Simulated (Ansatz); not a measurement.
**What MgSiS3 in R-3c, a phase reached by a soft mode distorts into**

Aim: this structure of MgSiS3 in R-3c, a phase reached by a soft mode is to be tested for unstable modes, and one is followed downhill.

Method: DFT LDA, scalar-relativistic, plane waves, PAW; PAW set soft_1, in Ansatz 0.2.0.

The structure was built from a prototype and need not be the compound's stable phase.

## Step 1: The structure

Symmetry: R-3c, No. 167, trigonal system. The conventional cell has a = 6.205 Å, b = 6.205 Å, c = 15.082 Å, α = 90.00°, β = 90.00°, γ = 120.00°. Nearest to Mg lie 3 S at 2.40 Å. Nearest to Si lie 6 S at 2.30 Å. S has 2 Si at 2.30 Å and 1 Mg at 2.40 Å nearest. Farther neighbours and most contacts between anions are not listed.

## Step 2: Linear response at the zone centre

This phase was reached earlier by freezing in an unstable mode of a structure of higher symmetry and relaxing. Its zone-centre modes can show that it is still unstable.

input.yaml

```yaml
crystal:
  lattice:
    - [3.1022765193, 1.7911001835, 5.0272237154]
    - [-3.1022765193, 1.7911001835, 5.0272237154]
    - [0.0, -3.582200367, 5.0272237154]
  atoms:
    - { symbol: Mg, position: [0.75, 0.75, 0.75] }
    - { symbol: Mg, position: [0.25, 0.25, 0.25] }
    - { symbol: Si, position: [0.5, 0.5, 0.5] }
    - { symbol: Si, position: [0.0, 0.0, 0.0] }
    - { symbol: S, position: [0.1376155812, 0.75, 0.3623844188] }
    - { symbol: S, position: [0.8623844188, 0.25, 0.6376155812] }
    - { symbol: S, position: [0.3623844188, 0.1376155812, 0.75] }
    - { symbol: S, position: [0.6376155812, 0.8623844188, 0.25] }
    - { symbol: S, position: [0.25, 0.6376155812, 0.8623844188] }
    - { symbol: S, position: [0.75, 0.3623844188, 0.1376155812] }
kpoints:
  mp_grid: { grid: [6, 6, 6] }
hamiltonian:
  xc: lda
  pseudopotentials: { kind: paw, azcp: { folder: soft_1 }, xc_functional: pbe }
scf:
  occupations: { method: fixed }
output:
  eigenvalues: true
phonons:
  method: dfpt
  dielectric: true
  rigid_motions: translations
```

Run with:

```
ansatz run input.yaml --threads 4 --pin off --max-ram 16384MiB --backend cpu --events-out ev --progress --plain --runs-dir out
```

Numbers of over 12 decimals in the logs are rounded to 6 here.

The program printed:

```text
Engine: ansatz 0.2.0, aarch64-unknown-linux-gnu
Pseudopotentials: kind: paw
Pseudopotential: Mg, paw, valence charge 10, recommended cutoff 420 eV (normal), soft_1/Mg.paw.azcp
Pseudopotential: Si, paw, valence charge 4, recommended cutoff 420 eV (normal), soft_1/Si.paw.azcp
Pseudopotential: S, paw, valence charge 6, recommended cutoff 420 eV (normal), soft_1/S.paw.azcp
Functional definition: SPW92
  exchange = slater_x
  correlation = pw_c
Crystal: 10 atoms, lattice volume = 167.602 Å³
Basis set: ecut = 420 eV, 3287 PW (Γ), exchange–correlation on 96×96×96 points (8 copies of the dense FFT grid, shifted against one another)
Bands: 42, of which v1, the nominal top of the filled ones, is band 32 counted from 1 (31 counted from 0)
Symmetry: 12 space group operations
k-points: 112 of 216 (irreducible under 1 space group operation, time reversal used)
Non-local potential: Mg, projectors of the file, l = 0: 3, l = 1: 2, l = 2: 1
Non-local potential: Si, projectors of the file, l = 0: 2, l = 1: 2, l = 2: 1
Non-local potential: S, projectors of the file, l = 0: 2, l = 1: 2, l = 2: 1
PAW form: soft (Blöchl's): semilocal exchange-correlation on the pseudo side does not see the compensation charge
PAW frozen core: Mg, regenerated for the run's functional, and the local potential with it (the file was generated under x = pbe(κ = 0.804, μ = 0.219515), c = pbe(β = 0.066725))
PAW frozen core: Si, regenerated for the run's functional, and the local potential with it (the file was generated under x = pbe(κ = 0.804, μ = 0.219515), c = pbe(β = 0.066725))
PAW frozen core: S, regenerated for the run's functional, and the local potential with it (the file was generated under x = pbe(κ = 0.804, μ = 0.219515), c = pbe(β = 0.066725))
PAW one-centre angular grid: Mg, 110 points (default); XC on 64 Gauss nodes
PAW one-centre angular grid: Si, 110 points (default); XC on 64 Gauss nodes
PAW one-centre angular grid: S, 110 points (default); XC on 64 Gauss nodes
Initial density: superposition of atomic densities (chi_scale 0.1, normalization cell, long waves kept (reshape's long-wave potential 0.01 eV rms))
Initial wavefunctions: pseudopotential atomic-orbital guess
Functional: x = slater, c = lda
SCF iter   1: F=—  HF=-10245.969488 eV  |F-HF|=—  |Δ(HF+E_count)|=         —  Δρ=4.38e-2  dr2=3.29e0  ethr=3.10e-3  ⟨swp⟩=5.0  Hψ=20048  notcnv=0  defer=816
preconditioner: auto → Resta (q_TF=auto, 2.324 Å⁻¹)  ε∞=4.9  [insulator: Δε(μ)=1.051 eV  Ē_g=10.081 eV  n_scr=26 (ndim 8)  ℏωp=19.9 eV  f_vac=0.000  ε∞_Penn≈4.9]
SCF iter   2: F=—  HF=-10245.135395 eV  |F-HF|=—  |Δ(HF+E_count)|=   8.34e-1  Δρ=2.20e-2  dr2=7.09e-1  ethr=3.10e-3  ⟨swp⟩=3.1  Hψ=9285  notcnv=0  defer=874
SCF iter   3: F=—  HF=-10244.968719 eV  |F-HF|=—  |Δ(HF+E_count)|=   1.67e-1  Δρ=3.99e-3  dr2=2.38e-2  ethr=1.11e-3  ⟨swp⟩=2.8  Hψ=6916  notcnv=0  defer=893
SCF iter   4: F=—  HF=-10244.965390 eV  |F-HF|=—  |Δ(HF+E_count)|=   3.33e-3  Δρ=6.36e-4  dr2=6.68e-4  ethr=3.72e-5  ⟨swp⟩=2.3  Hψ=6830  notcnv=0  defer=896
SCF iter   5: F=—  HF=-10244.965585 eV  |F-HF|=—  |Δ(HF+E_count)|=   1.96e-4  Δρ=1.66e-4  dr2=2.72e-5  ethr=1.04e-6  ⟨swp⟩=2.4  Hψ=7545  notcnv=0  defer=896
SCF iter   6: F=—  HF=-10244.965583 eV  |F-HF|=—  |Δ(HF+E_count)|=   2.44e-6  Δρ=3.16e-5  dr2=6.81e-7  ethr=4.25e-8  ⟨swp⟩=2.0  Hψ=7572  notcnv=0  defer=896
SCF iter   7: F=—  HF=-10244.965645 eV  |F-HF|=—  |Δ(HF+E_count)|=   6.18e-5  Δρ=7.02e-6  dr2=6.01e-8  ethr=1.06e-9  ⟨swp⟩=2.0  Hψ=8279  notcnv=0  defer=831
SCF iter   8: F=—  HF=-10244.965645 eV  |F-HF|=—  |Δ(HF+E_count)|=   1.14e-8  Δρ=1.27e-6  dr2=2.38e-9  ethr=9.39e-11  ⟨swp⟩=2.0  Hψ=6319  notcnv=0  defer=831
SCF iter   9: F=-10244.965645 eV  HF=-10244.965645 eV  |F-HF|=3.64e-12  |Δ(HF+E_count)|=  1.26e-10  Δρ=1.90e-7  dr2=6.18e-11  ethr=1.00e-12  ⟨swp⟩=18.9  Hψ=43787  notcnv=0
SCF 1 converged in 9 iterations: F = -10244.965645 eV  dr2 = 6.18e-11
  greatest PAW one-centre occupation: 1.000 electrons in one spin orbital (limit 2), on the Mg atom at site 1 (counted from 0), in its partial waves of l = 0
NSCF: frozen V_eff on 6 k-points
DFPT response loops at Γ: preconditioner auto → Resta (q_TF=auto, 2.324 Å⁻¹)  ε∞=8.7 (no band partly filled); β = 1.00, the filter's whole step (`scf.mixing.beta` (0.50) is not read by the response loops at its default; to damp them type it under 1.00, their step now; it binds the ground state too); Broyden in place of MSR1
── the response to a field inside a basis, on 8×8×8 k-points: an SCF that follows is theirs, and a resumed run solves both again ──
Bands: 33, of which v1, the nominal top of the filled ones, is band 32 counted from 1 (31 counted from 0)
k-points: 60
Initial density: handed on by an earlier stage of this run
Initial wavefunctions: pseudopotential atomic-orbital guess (no wavefunctions were taken with the density)
Eigensolver: Dense (60 Hₖ)
SCF iter   1: F=—  HF=-10244.902499 eV  |F-HF|=—  |Δ(HF+E_count)|=         —  Δρ=1.73e-4  dr2=1.73e-5  ethr=1.00e-1
preconditioner: auto → Resta (q_TF=auto, 2.324 Å⁻¹)  ε∞=8.7  [insulator: Δε(μ)=0.804 eV  Ē_g=7.148 eV  n_scr=26 (ndim 8)  ℏωp=19.9 eV  f_vac=0.000  ε∞_Penn≈8.7]
SCF iter   2: F=—  HF=-10244.902499 eV  |F-HF|=—  |Δ(HF+E_count)|=   4.52e-7  Δρ=9.66e-5  dr2=6.13e-6  ethr=2.71e-8
SCF iter   3: F=-10244.902499 eV  HF=-10244.902499 eV  |F-HF|=3.31e-8  |Δ(HF+E_count)|=   7.31e-8  Δρ=6.32e-6  dr2=8.93e-8  ethr=9.58e-9
SCF 1 converged in 3 iterations: F = -10244.902499 eV  dr2 = 8.93e-8
  greatest PAW one-centre occupation: 1.000 electrons in one spin orbital (limit 2), on the Mg atom at site 0 (counted from 0), in its partial waves of l = 0
DFPT response loops at Γ: preconditioner auto → Resta (q_TF=auto, 2.324 Å⁻¹)  ε∞=8.6 (no band partly filled); β = 1.00, the filter's whole step (`scf.mixing.beta` (0.50) is not read by the response loops at its default; to damp them type it under 1.00, their step now; it binds the ground state too); Broyden in place of MSR1
WARN: field response: ε∞ stands inside a basis, on 8×8×8 points; the force constants stand on the 6×6×6 k-mesh, whose period is 11.17 times the interband length at k = (0.0000, 0.0000, 0.0000), direct gap 0.800 eV, under 14: take them and everything formed from them as unconverged, and compare with a denser kpoints.mp_grid
SCF converged after 9 iterations
Free energy (F): -10244.965645 eV
Harris-Foulkes:  -10244.965645 eV  (|F-HF|=3.64e-12)
Internal energy: -10244.965645 eV  (E = F + TS)
E sigma→0 (E₀):  -10244.965645 eV
Fermi energy:    7.757288 eV
--- Per-component energies (eV) ---
  E_band       = -599.294435
  E_kinetic    = 877.852199
  E_local      = -4036.040337  (includes V_loc(G=0)·N_el)
  E_nonlocal   = 647.299386
  E_hartree    = 1370.065769
  E_xc         = -702.002908
  E_vxc        = -673.030277  (∫ρ·V_xc dr)
  E_paw        = -4991.273588  (= ΣΔE_a)
  E_vpaw       = -155.506714  (= ΣTr[D̂ρ^β])
  E_aug_tail   = -0.000220  (compensation charges beyond the density's cutoff)
  E_ewald      = -3412.254752
  E_core_change = 1.388806  (= ΣΔE_core)
  E_smearing   = -0.000000  (= −TS)
  E_closure    = 0.000000  (closes the sum)
  Σ components = -10244.965645   (vs F -10244.965645, Δ=0.00e0)
--- Band table (eV; the first three rows and the last of 112) ---
  k-point 0: bands = [... 28 lower, 7.0119, 7.1217, 7.1217, 7.7573, 8.5577, 9.9670, 11.0615, 11.0615, ... 6 higher]
  k-point 1: bands = [... 28 lower, 6.7682, 7.2286, 7.3124, 7.6031, 8.7419, 10.3220, 10.8845, 11.0954, ... 6 higher]
  k-point 2: bands = [... 28 lower, 6.4797, 7.1245, 7.2728, 7.4089, 8.7484, 9.6595, 11.1556, 11.5258, ... 6 higher]
  k-point 111: bands = [... 28 lower, 6.7265, 6.7265, 6.7265, 6.7265, 8.7384, 8.7384, 12.1043, 12.1043, ... 6 higher]
--- Phonons (Γ-DFPT): 6 representative perturbations + reference, on 112 of 216 k-points (Σ response iterations 18) ---
  k mesh reduced under 1 symmetry operation, with k and −k counted as one. Each operation leaves every solved perturbation unchanged. A smaller set is not considered because the run solves the response to a homogeneous field
  ASR residual: 1.646e-4 → 0.000e0 eV/Å²; symmetrization residual: 2.008e-5 eV/Å²
  ASR residual per site (eV/Å²): 1.65e-4 1.65e-4 6.23e-5 6.23e-5 3.81e-5 3.81e-5 5.50e-5 5.50e-5 3.81e-5 3.81e-5
  Γ frequencies (cm⁻¹): -187.27 -146.33 -105.95 -105.95 0.00 0.00 0.00 107.76 107.76 127.94 172.77 172.77 173.83 207.85 207.85 281.34 281.34 285.65 316.65 320.05 327.58 327.58 373.64 376.61 392.81 392.81 395.63 395.63 416.35 416.35
  ε∞ (high-frequency dielectric tensor):
       10.127824    -0.000000     0.000000
       -0.000000    10.127824     0.000000
        0.000000     0.000000    14.350323
  softest optical mode at Γ: -187.27 cm⁻¹; the repairs (sum rule, projections) moved no ω² at Γ by more than (2.93 cm⁻¹)²
  Born effective charges Z* (e; rows j = field, columns β = displacement):
    site 0:
         2.53696    0.00000    0.00000
         0.00000    2.53696    0.00000
         0.00000    0.00000    2.37118
    site 1:
         2.53696   -0.00000    0.00000
         0.00000    2.53696    0.00000
        -0.00000    0.00000    2.37118
    site 2:
         4.53235    0.88601    0.00000
        -0.88601    4.53235    0.00000
         0.00000    0.00000    4.41272
    site 3:
         4.53235   -0.88601   -0.00000
         0.88601    4.53235    0.00000
        -0.00000    0.00000    4.41272
    site 4:
        -2.33475   -0.03756   -0.52042
        -0.03756   -2.37812    0.30047
        -0.77446    0.44713   -2.26130
    site 5:
        -2.33475   -0.03756   -0.52042
        -0.03756   -2.37812    0.30047
        -0.77446    0.44713   -2.26130
    site 6:
        -2.39981    0.00000    0.00000
        -0.00000   -2.31307   -0.60093
         0.00000   -0.89427   -2.26130
    site 7:
        -2.39981    0.00000    0.00000
        -0.00000   -2.31307   -0.60093
         0.00000   -0.89427   -2.26130
    site 8:
        -2.33475    0.03756    0.52042
         0.03756   -2.37812    0.30047
         0.77446    0.44713   -2.26130
    site 9:
        -2.33475    0.03756    0.52042
         0.03756   -2.37812    0.30047
         0.77446    0.44713   -2.26130
  Z* charge neutrality: 2.549e-2 e pre-enforcement
  solved inside a basis spanned on kpoints, on 8×8×8 k-points transformed towards the longest dipole: ε∞ is read to err by 6.4e-2, Z* by 2.7e-2 e (field_mesh: kpoints solves on kpoints); Z* is corrected for what the basis lacks
  optical modes at Γ without the LO–TO term, one row a degenerate level:
      ω (cm⁻¹)  modes    IR ((D/Å)²/amu)
       -187.27      1            25.8145
       -146.33      1             0.0000
       -105.95      2            11.0728
        107.76      2             0.0000
        127.94      1            10.7288
        172.77      2            19.2823
        173.83      1             0.0000
[...]
optical modes at Γ + LO–TO along q̂ = [1.0000, 0.0000, 0.0000]:
      ω (cm⁻¹)  modes    IR ((D/Å)²/amu)
[...]
optical modes at Γ + LO–TO along q̂ = [0.0000, 1.0000, 0.0000]:
      ω (cm⁻¹)  modes    IR ((D/Å)²/amu)
[...]
optical modes at Γ + LO–TO along q̂ = [0.0000, 0.0000, 1.0000]:
      ω (cm⁻¹)  modes    IR ((D/Å)²/amu)
[...]
173.83      1             0.0000
        207.85      2             0.0000
        281.34      2             0.0000
        285.65      1             0.0000
        316.65      1             0.0000
        327.58      2            59.9434
        371.47      1            47.7560
        373.64      1             0.0000
        376.61      1             0.0000
        392.81      2            33.0111
        395.63      2             0.0000
        416.35      2            20.7318
```

The job ended after 4.4 min (4 threads of Arm Neoverse V1, shared host; peak memory 3 GiB; 17 min of CPU time).

Reading the cycles: dr2 is the Hartree energy of the density residual (eV), the measure of convergence; HF is the Harris–Foulkes estimate of the energy, which meets the free energy F at convergence.

Numbers from this step:

```yaml
gap_on_the_k_mesh: 0.8005 eV
volume_per_atom: 16.76 Å³
sum_rule_residual_before_enforcement: 1.65e-4 eV/Å²
miss_of_the_charge_sum_rule: 0.02549 e
estimated_error_of_the_dielectric_tensor: 0.06393
estimated_error_of_the_born_charges: 0.02740 e
point_group: -3m
highest_optical_mode_at_the_zone_centre_no_lo_to_term: 416.4 cm⁻¹
lowest_optical_zone_centre_mode: -187.3 cm⁻¹
mean_high_frequency_dielectric_constant: 11.54
largest_born_charge_third_of_the_trace: 4.492 e
top_of_the_zone_centre_spectrum_with_the_field: 470.8 cm⁻¹
```

Patterns of degenerate modes are one choice out of their space. The modes at Γ (shares of kinetic energy by element, %) (negative means imaginary):

| mode | frequency (cm⁻¹) | symmetry | Mg % | Si % | S % |
| --- | --- | --- | --- | --- | --- |
| 1 | -187.3 | A2u | 69 | 1 | 30 |
| 2 | -146.3 | A2g | 98 | 0 | 2 |
| 3 | -106.0 | Eu | 6 | 3 | 90 |
| 4 | -106.0 | Eu | 6 | 3 | 90 |
| 5 | 0.0 | acoustic | 16 | 19 | 65 |
| 6 | 0.0 | acoustic | 16 | 19 | 65 |
| 7 | 0.0 | acoustic | 16 | 19 | 65 |
| 8 | 107.8 | Eg | 10 | 0 | 90 |
| 9 | 107.8 | Eg | 10 | 0 | 90 |
| 10 | 127.9 | A2u | 14 | 59 | 27 |
| 11 | 172.8 | Eu | 18 | 62 | 19 |
| 12 | 172.8 | Eu | 18 | 62 | 19 |
| 13 | 173.8 | A2g | 2 | 0 | 98 |
| 14 | 207.8 | Eg | 49 | 0 | 51 |
| 15 | 207.8 | Eg | 49 | 0 | 51 |
| 16 | 281.3 | Eg | 0 | 0 | 100 |
| 17 | 281.3 | Eg | 0 | 0 | 100 |
| 18 | 285.6 | A1g | 0 | 0 | 100 |
| 19 | 316.6 | A1u | 0 | 23 | 77 |
| 20 | 320.1 | A2u | 0 | 21 | 78 |
| 21 | 327.6 | Eu | 37 | 32 | 31 |
| 22 | 327.6 | Eu | 37 | 32 | 31 |
| 23 | 373.6 | A2g | 0 | 0 | 100 |
| 24 | 376.6 | A1u | 0 | 77 | 23 |
| 25 | 392.8 | Eu | 2 | 61 | 37 |
| 26 | 392.8 | Eu | 2 | 61 | 37 |
| 27 | 395.6 | Eg | 40 | 0 | 60 |
| 28 | 395.6 | Eg | 40 | 0 | 60 |
| 29 | 416.4 | Eu | 20 | 23 | 57 |
| 30 | 416.4 | Eu | 20 | 23 | 57 |

Displacements in mode 1 (-187.3 cm⁻¹), the largest set to 1:
```
Mg1  0.00  0.00  1.00
Mg2  0.00  0.00  1.00
Si3  0.00  0.00  0.12
Si4  0.00  0.00  0.12
S5   0.14 -0.08 -0.29
S6   0.14 -0.08 -0.29
S7   0.00  0.16 -0.29
S8   0.00  0.16 -0.29
S9  -0.14 -0.08 -0.29
S10 -0.14 -0.08 -0.29
```

Displacements in mode 13 (173.8 cm⁻¹), the largest set to 1:
```
Mg1  0.00  0.00  0.38
Mg2  0.00  0.00 -0.38
Si3  0.00  0.00  0.00
Si4  0.00  0.00  0.00
S5   0.72 -0.41 -1.00
S6  -0.72  0.41  1.00
S7   0.00  0.83 -1.00
S8   0.00 -0.83  1.00
S9   0.72  0.41  1.00
S10 -0.72 -0.41 -1.00
```

Before it was imposed, the acoustic sum rule was missed by 1.6e-4 eV/Å² and the charge sum rule by 0.025 e. Small misses are needed for a sound result but don't prove that mesh and cutoff are converged. The lowest optical mode is imaginary, 187.3i cm⁻¹, so the energy falls along it.

The log warns of the k mesh: “the force constants stand on the 6×6×6 k-mesh, whose period is 11.17 times the interband length at k = (0.0000, 0.0000, 0.0000), direct gap 0.800 eV, under 14: take them and everything formed from them as unconverged”.

## Step 3: The mode frozen in, largest atomic shift 0 Å

The mode followed lies at Γ with frequency 187.3i cm⁻¹, the softest among the wavevectors solved. At small amplitude the distorted cell has space group no. 161 by a symmetry search on the positions. The undistorted cell that holds it gives the zero of energy on the same k mesh.

input.yaml, as its differences from that of step 2:

```diff
@@ -22,8 +22,6 @@
 scf:
-  occupations: { method: fixed }
+  occupations: { method: gaussian, width: 0.02 }
 output:
+  forces: true
+  stress: true
   eigenvalues: true
-phonons:
-  method: dfpt
-  dielectric: true
-  rigid_motions: translations
```

The program printed:

```text
[...]
Crystal: 10 atoms, lattice volume = 167.602 Å³
Basis set: ecut = 420 eV, 3287 PW (Γ)
Bands: 42, of which v1, the nominal top of the filled ones, is band 32 counted from 1 (31 counted from 0)
Symmetry: 12 space group operations
[...]
k-points: 32 of 216
[...]
k-point 0: bands = [... 28 lower, 7.0119, 7.1217, 7.1217, 7.7573, 8.5577, 9.9670, 11.0616, 11.0616, ... 5 higher]
  k-point 1: bands = [... 28 lower, 6.7682, 7.2285, 7.3124, 7.6030, 8.7419, 10.3220, 10.8845, 11.0954, ... 5 higher]
  k-point 2: bands = [... 28 lower, 6.4796, 7.1245, 7.2728, 7.4089, 8.7484, 9.6595, 11.1556, 11.5259, ... 5 higher]
  k-point 31: bands = [... 28 lower, 6.7265, 6.7265, 6.7265, 6.7265, 8.7384, 8.7384, 12.1043, 12.1043, ... 5 higher]
[key lines of the parts left out:]
SCF converged after 7 iterations
Free energy (F): -10244.965644 eV
Fermi energy:    8.157495 eV
P = ⅓ Tr σ = 0.0011 GPa (0.011 kbar)
```

Elapsed: 3.4 s, on 4 threads; peak memory 0.54 GiB.

Numbers from this step:

```
pressure                         : 0.001107 GPa
energy from the undistorted cell : 0 meV/atom
```

At this level the gap is 0.80 eV on the k-mesh of the self-consistent run, which can miss the band edges.

## Step 4: The mode frozen in, largest atomic shift 0.6 Å

The atoms are moved along the unstable eigenvector, the largest shift by 0.6 Å, with the cell fixed.

input.yaml, the sections that differ from step 3:

```yaml
crystal:
  lattice:
    - [3.1022765193, 1.7911001835, 5.0272237154]
    - [-3.1022765193, 1.7911001835, 5.0272237154]
    - [0.0, -3.582200367, 5.0272237154]
  atoms:
    - { symbol: Mg, position: [0.7897833897, 0.7897833897, 0.7897833897] }
    - { symbol: Mg, position: [0.2897833897, 0.2897833897, 0.2897833897] }
    - { symbol: Si, position: [0.5048086918, 0.5048086918, 0.5048086918] }
    - { symbol: Si, position: [0.0048086918, 0.0048086918, 0.0048086918] }
    - { symbol: S, position: [0.1350209631, 0.7208165788, 0.3597898007] }
    - { symbol: S, position: [0.8597898007, 0.2208165788, 0.6350209631] }
    - { symbol: S, position: [0.3597898007, 0.1350209631, 0.7208165788] }
    - { symbol: S, position: [0.6350209631, 0.8597898007, 0.2208165788] }
    - { symbol: S, position: [0.2208165788, 0.6350209631, 0.8597898007] }
    - { symbol: S, position: [0.7208165788, 0.3597898007, 0.1350209631] }
# kpoints, hamiltonian, scf, output: as in step 3
```

The program printed:

```text
[...]
Crystal: 10 atoms, lattice volume = 167.602 Å³
Basis set: ecut = 420 eV, 3287 PW (Γ)
Bands: 42, of which v1, the nominal top of the filled ones, is band 32 counted from 1 (31 counted from 0)
Symmetry: 6 space group operations
[...]
k-points: 32 of 216 (time reversal used)
[...]
k-point 0: bands = [... 28 lower, 6.5114, 7.0319, 7.0319, 7.2919, 8.6389, 10.0306, 11.0031, 11.0031, ... 5 higher]
  k-point 1: bands = [... 28 lower, 6.4019, 7.0433, 7.0646, 7.2491, 8.8072, 10.3312, 10.8249, 11.0720, ... 5 higher]
  k-point 2: bands = [... 28 lower, 6.2956, 6.8963, 7.0303, 7.1031, 8.8044, 9.5481, 11.1378, 11.5391, ... 5 higher]
  k-point 31: bands = [... 28 lower, 6.5138, 6.5138, 6.5138, 6.5138, 8.9065, 8.9065, 11.7850, 11.7850, ... 5 higher]
[key lines of the parts left out:]
SCF converged after 8 iterations
Free energy (F): -10245.690689 eV
Fermi energy:    7.965371 eV
P = ⅓ Tr σ = 1.0738 GPa (10.738 kbar)
```

It took 5.3 s on 4 threads; peak memory 0.49 GiB; 20 s of CPU time.

This step gave:

| Item | Value |
| --- | --- |
| pressure | 1.074 GPa |
| gap on the k-mesh | 1.347 eV |
| energy from the undistorted cell | -72.50 meV/atom |

The energy, extrapolated to zero smearing, is -72.50 meV/atom against the undistorted cell.

The run ends at a pressure of 1.07 GPa, with forces up to 0.44 eV/Å.

(Continued in part 2 of 3.)

[Logs are printed without paths, hosts, clocks, repeated set-up lines and the standing remarks that a program may print on its own settings, such as how far it seeks lower states.]

[Hosts, paths, dates, database ids (printed as entryN), source tags and the programs' standing remarks are cut or masked in the printed files.]
